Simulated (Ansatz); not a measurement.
## Br on Ag(111): change of the work function: cost of one run

Ansatz 0.2.0; plane-wave DFT, PBE, Ansatz PAW. The cell holds 18 atoms.

The input, input.yaml:

```yaml
crystal:
  lattice:
    - [5.7841334702, 1.0e-10, 0.0]
    - [2.892066735, 5.0092065241, 0.0]
    - [0.0, 0.0, 27.3204433298]
  atoms:
    - { symbol: Ag, position: [0.0, 0.0, 0.3294236441] }
    - { symbol: Ag, position: [0.1666666667, 0.1666666667, 0.4158557189] }
    - { symbol: Ag, position: [0.3333333333, 0.3333333333, 0.503287698] }
[... 9 atom lines left out ...]
    - { symbol: Ag, position: [0.5, 0.5, 0.3294236441] }
    - { symbol: Ag, position: [0.6666666667, 0.6666666667, 0.4158557189] }
    - { symbol: Ag, position: [0.8333333333, 0.8333333333, 0.503287698] }
    - { symbol: Ag, position: [0.5, 0.5, 0.5915438876] }
    - { symbol: Br, position: [0.1666666667, 0.1666666667, 0.6705763559] }
    - { symbol: Br, position: [0.6666666667, 0.1666666667, 0.6705763559] }
kpoints:
  mp_grid: { grid: [6, 6, 1] }
hamiltonian:
  xc: pbe
scf:
  occupations: { method: fermi_dirac, width: 0.1 }
  convergence: { dr2_threshold: 1.0e-08 }
efield:
  axis: 3
  dipole_correction: true
  ramp_position: 0.97
  ramp_width: 0.06
relax:
  f_tol: 0.02
  max_steps: 60
  constraints: [{ sites: [0, 1, 4, 5, 8, 9, 12, 13] }]
output:
  dos: { projected: true, e_range: [-8, 4] }
  write_potential: true
  write_density: true
  volumetric_format: npy
  elf: true
```

Started as:

```
ansatz run input.yaml --threads 4 --pin off --max-ram 16384MiB --backend cpu --events-out ev --progress --plain --runs-dir out
```

The cutoff in use is 420 eV. For reference, a run of the same kind (37 atoms, 4 k-points, 415 bands and 34,861 plane waves; 24 SCF cycles) took 7.8 min and 12 GiB on the same hardware.

What time and memory should one allow on 4 threads of Intel Xeon Platinum 8259CL at 2.50GHz (Skylake/Cascade Lake), shared host?

A cutoff of 420 eV is a sphere of radius 10.5 Å⁻¹, so a cell of 792 Å³ holds about V·G³/6π² = 15,470 plane waves. At two electrons a band, the 318 electrons need 159 bands, and 32 more are carried. Symmetry cuts the 6×6×1 mesh from 36 to 13 points. The run has 13 k-points, 191 bands and 15,571 plane waves. Taking the work of a cycle as k-points × spins × bands × plane waves, that is 0.67 times the reference, or 5.2 min at the reference's 24 cycles. The run needed 45 SCF cycles over 6 ionic steps, which makes it about 9.8 min. One copy of the wavefunctions takes 0.58 GiB at 16 bytes a coefficient, against 0.86 GiB in the reference; grids, projectors and work arrays come on top. Measured: about 6.4 min, with a peak of 4.1 GiB. The run was quicker than this simple count says.

[Logs are printed without paths, hosts, clocks, repeated set-up lines and the standing remarks that a program may print on its own settings, such as how far it seeks lower states.]

[Hosts, paths, dates, database ids (printed as entryN), source tags and the programs' standing remarks are cut or masked in the printed files.]

[Maps of the electrostatic potential energy from Ansatz leave out the sawtooth potential of an applied field or a dipole correction, so their vacuum need not be flat; planar profiles and work functions include it.]
